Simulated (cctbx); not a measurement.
# Yb2ZrS5 across an absorption edge

Space group Pnma (no. 62), a = 11.7590 Å, b = 7.7600 Å, c = 7.3010 Å, α = 90.00°, β = 90.00°, γ = 90.00°.

| atom | mult. | x | y | z | Ueq (Å²) |
| --- | --- | --- | --- | --- | --- |
| Yb1 | 8 | 0.1742 | 0.4978 | 0.9769 | 0.0191 |
| Zr1 | 4 | 0.9910 | 1/4 | 0.5810 | 0.0210 |
| S1 | 4 | 0.2067 | 1/4 | 0.6810 | 0.0350 |
| S2 | 4 | 0.9976 | 1/4 | 0.9454 | 0.0432 |
| S3 | 4 | 0.8187 | 1/4 | 0.3364 | 0.0234 |
| S4 | 8 | 0.9075 | 0.9561 | 0.6588 | 0.0325 |

The model is made up (kin elements in a known structure type, no relaxation), so it says nothing on whether the phase exists.

Calculated with cctbx: free-atom f′ and f″ from the Sasaki tables, no fine structure; amplitudes in electrons.

| E (eV) | F 2 2 0 | F 1 1 2 | F 2 0 0 | F 1 0 2 |
| --- | --- | --- | --- | --- |
| 8344 | 311.5 | 48.8 | 105.4 | 84.1 |
| 8694 | 302.7 | 48.7 | 97.1 | 80.5 |
| 8824 | 295.4 | 48.7 | 89.8 | 77.5 |
| 8884 | 289.1 | 48.8 | 83.6 | 74.8 |
| 8914 | 282.5 | 48.8 | 77.0 | 72.0 |
| 8929 | 275.8 | 48.8 | 70.3 | 69.2 |
| 8936 | 269.8 | 48.9 | 64.3 | 66.6 |
| 8940 | 263.2 | 48.9 | 57.7 | 63.9 |
| 8948 | 266.8 | 48.9 | 69.1 | 66.2 |
| 8952 | 273.7 | 48.9 | 75.0 | 69.0 |
| 8959 | 279.9 | 48.8 | 80.4 | 71.6 |
| 8974 | 286.6 | 48.7 | 86.5 | 74.4 |
| 9004 | 293.4 | 48.7 | 92.7 | 77.2 |
| 9094 | 301.8 | 48.6 | 100.4 | 80.7 |
| 9344 | 309.7 | 48.4 | 107.9 | 84.1 |

**Question.** Which edge is crossed, and why do the reflections move as they do?

The L3 edge of Yb. The edge is at 8944 eV. f′ of Yb falls from -12.1 e at 8824 eV to -19.2 e at 4 eV below it, and f″ steps from 3.74 to 10.53 e across it. Over that approach |F| changes by -11 % (2 2 0), +0 % (1 1 2), -36 % (2 0 0) and -18 % (1 0 2): a reflection falls where Yb scatters in phase with the total and rises where it scatters against it; it hardly moves where the Yb term is small or cancels by symmetry. Above the edge the larger f″ enters the imaginary part, where it can add to or cancel the other atoms' f″. The structure is centrosymmetric, so Friedel mates stay equal.
